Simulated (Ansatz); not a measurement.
## A failed many-body run on Al2O3 (Corundum)

Aim: the G0W0 gap of Al2O3 (Corundum). The first input has a fault.

Main program and level: Ansatz 0.2.0; G0W0 on PBE, plane waves, PAW.

### Step 1. Starting point

It takes space group R-3c (No. 167, trigonal). Conventional cell: a = 4.760 Å, b = 4.760 Å, c = 12.996 Å, α = 90.00°, β = 90.00°, γ = 120.00°. Nearest to Al lie 6 O at 1.85 to 1.97 Å. Nearest to O lie 4 Al at 1.85 to 1.97 Å. Farther neighbours and most contacts between anions are not listed.

The cell and positions come from the Crystallography Open Database and are kept as given unless a step says otherwise. The default PAW set here is soft_2. Its files were made with PBE.

### Step 2. First try

Input file input.yaml:

```yaml
crystal:
  lattice:
    - [2.38025, 1.3742379782, 4.3318666667]
    - [-2.38025, 1.3742379782, 4.3318666667]
    - [0.0, -2.7484759565, 4.3318666667]
  atoms:
    - { symbol: Al, position: [0.35216, 0.35216, 0.35216] }
    - { symbol: Al, position: [0.14784, 0.14784, 0.14784] }
    - { symbol: Al, position: [0.64784, 0.64784, 0.64784] }
    - { symbol: Al, position: [0.85216, 0.85216, 0.85216] }
    - { symbol: O, position: [0.55668, 0.94332, 0.25] }
    - { symbol: O, position: [0.25, 0.55668, 0.94332] }
    - { symbol: O, position: [0.94332, 0.25, 0.55668] }
    - { symbol: O, position: [0.44332, 0.05668, 0.75] }
    - { symbol: O, position: [0.75, 0.44332, 0.05668] }
    - { symbol: O, position: [0.05668, 0.75, 0.44332] }
kpoints:
  mp_grid: { grid: [4, 4, 4] }
hamiltonian:
  xc: pbe
scf:
  occupations: { method: fixed }
  max_iter: 60
gw:
  n_empty_bands: 89
  ecut_chi: 60
  qp_bands: [v3, c3]
  qp_kpoints: band_edges
  screening: { model: contour_deformation }
total_charge: 1
```

On the command line:

```bash
$ ansatz run input.yaml --threads 2 --pin off --max-ram 73728MiB --backend cpu --events-out ev --progress --plain --runs-dir out
```

Numbers of over 12 decimals in the logs are rounded to 6 here.

Output:

```text
Error: inconsistent input (scf.occupations.method, magnetization): a σ = 0 step fill (method: fixed, or a smearing width below the step floor) cannot realise an odd electron count (47) — the per-k integer fill puts the same N_el/2 bands in each spin channel; use a smearing method with a finite width, such as fermi_dirac
```

It took 0.1 s on 2 threads of AMD EPYC 7R13 (Zen 3), shared host; peak memory 0.075 GiB.

**What went wrong?**

The program refused the input before any cycle.

The program's message: “Error: inconsistent input (scf.occupations.method, magnetization): a σ = 0 step fill (method: fixed, or a smearing width below the step floor) cannot realise an odd electron count (47) — the per-k int …”

The fault: a charged cell. Adding or removing electrons leaves a partly filled band.

### Step 3. A better input

G0W0 replaces the xc potential by the self-energy, built once from these orbitals. Only a window of levels is corrected, while the sums run over the empty bands that the input names.

Edit input.yaml of step 2 so:

```diff
@@ -22,6 +22,5 @@
   occupations: { method: fixed }
-  max_iter: 60
 gw:
-  n_empty_bands: 89
-  ecut_chi: 60
+  n_empty_bands: 354
+  ecut_chi: 150
   qp_bands: [v3, c3]
@@ -29,2 +28 @@
   screening: { model: contour_deformation }
-total_charge: 1
```

On the command line:

```bash
$ ansatz run input.yaml --threads 2 --pin off --max-ram 73728MiB --backend cuda --events-out ev --progress --plain --runs-dir out --devices 1 --max-vram 13GiB
```

Output:

```text
GPUs: using 1 of 1 available (devices: 1).
[...]
device memory: the entry about to start is reckoned to put 1.2 GiB on a device that reports 48.8 GiB free (of which the cap on the GPU budget leaves the run 13.0 GiB)
GPU FFT provider: cuFFT
GPU libraries: cuBLAS 13.8.2, cuFFT 12.4.0, cuSOLVER 12.3.4
Crystal: 10 atoms, lattice volume = 85.018 Å³
Basis set: ecut = 420 eV, 1653 PW (Γ)
Bands: 34, of which v1, the nominal top of the filled ones, is band 24 counted from 1 (23 counted from 0)
Symmetry: 12 space group operations
[...]
k-points: 13 of 64
[...]
GPU buffer pool allocated for 46656 grid points (all kernels)
GPU transforms: local potential and band sums: pruned to the plane-wave sphere, on 36×36×36
[...]
SCF iter   1: F=—  HF=-5569.548618 eV  |F-HF|=—  |Δ(HF+E_count)|=         —  Δρ=1.69e-3  dr2=1.16e-3  ethr=1.77e-3  ⟨swp⟩=5.3  Hψ=1777  notcnv=0  defer=87
[...]
0    22      7.7066   -26.9900     4.2029   -21.3928  0.8070     6.2994     6.3123  root
     0    23      7.7066   -26.9900     4.2029   -21.3928  0.8070     6.2994     6.3123  root
     0    24      7.7510   -26.9138     4.1499   -21.3873  0.8077     6.3619     6.3744  root
     0    25     13.9678   -11.3835    -3.9311   -16.6328  0.8504    15.2936    15.2860  root
     0    26     16.9106    -7.9116    -4.3736   -13.5347  0.8556    18.1681    18.1601  root
     0    27     18.5127   -10.0280    -4.6220   -16.4078  0.8458    20.2882    20.2705  root
     1    22      7.3014   -26.5359     4.3385   -20.7076  0.8045     5.7957     5.8116  root
     1    23      7.5967   -26.8143     4.2568   -21.1261  0.8061     6.1512     6.1653  root
[...]
12    24      7.3684   -26.7487     4.2949   -20.9898  0.8056     5.8894     5.9044  root
    12    25     16.4293   -10.5419    -4.2579   -16.2397  0.8439    17.8801    17.8692  root
    12    26     16.4293   -10.5419    -4.2579   -16.2397  0.8439    17.8801    17.8692  root
    12    27     18.8590    -7.1141    -4.5791   -13.0268  0.8560    20.2026    20.1926  root
[key lines of the parts left out:]
SCF converged after 6 iterations
Free energy (F): -5569.550833 eV
Fermi energy:    7.750965 eV
```

Run time: 11 s. Hardware: 1 × NVIDIA H100 80GB HBM3 (shared by 6 runs) with 2 threads; peak memory 1.5 GiB; 15 s of CPU time.

This step gave:

```yaml
bands_summed: 378
rpa_eps_infinity_on_this_mesh_eigenvalues: 3.063, 3.091, 3.091
plane_waves_in_the_screening_matrix: 339
q_points_in_the_mesh: 64
g0w0_gap_on_the_mesh: 8.912 eV
k_of_the_valence_top: 0, 0, 0
k_of_the_conduction_bottom: 0, 0, 0
starting_gap_on_the_mesh: 6.217 eV
z_at_the_valence_top: 0.8077
z_at_the_conduction_bottom: 0.8504
least_direct_g0w0_gap_on_the_computed_points: 8.912 eV
```

The gap on the mesh goes from 6.22 eV to 8.91 eV, a correction of +2.69 eV. Between the two edge states, bare exchange in place of the xc potential would open the gap by 10.78 eV, and correlation takes back 8.08 eV.

### Step 4. Results

| Quantity | Value |
| --- | --- |
| first try | refused after 0.1 s |
| better run | G0W0 gap on the mesh 8.91 eV (4×4×4 mesh, 354 empty bands, screening to 150 eV) |

What this shows: The second run differs in: empty bands, screening cutoff (eV), cell charge and iteration cap. Bands and cutoff are finite, so the gap is not at the basis limit. The miss can reach some tenths of an eV and take either sign; the mesh is an error of its own.

[Paths, hosts, dates, memory and timing lines, banners, echoed tables and standing remarks are left out of the program output.]

[Logs are printed without paths, hosts, clocks, repeated set-up lines and the standing remarks that a program may print on its own settings, such as how far it seeks lower states.]

[Runs of the session that timed out or met a known fault of the program may be left out.]

[Cells called generated may have been cut or substituted from an entry of the Crystallography Open Database or the Materials Project.]

[Hosts, paths, dates, database ids (printed as entryN), source tags and the programs' standing remarks are cut or masked in the printed files.]
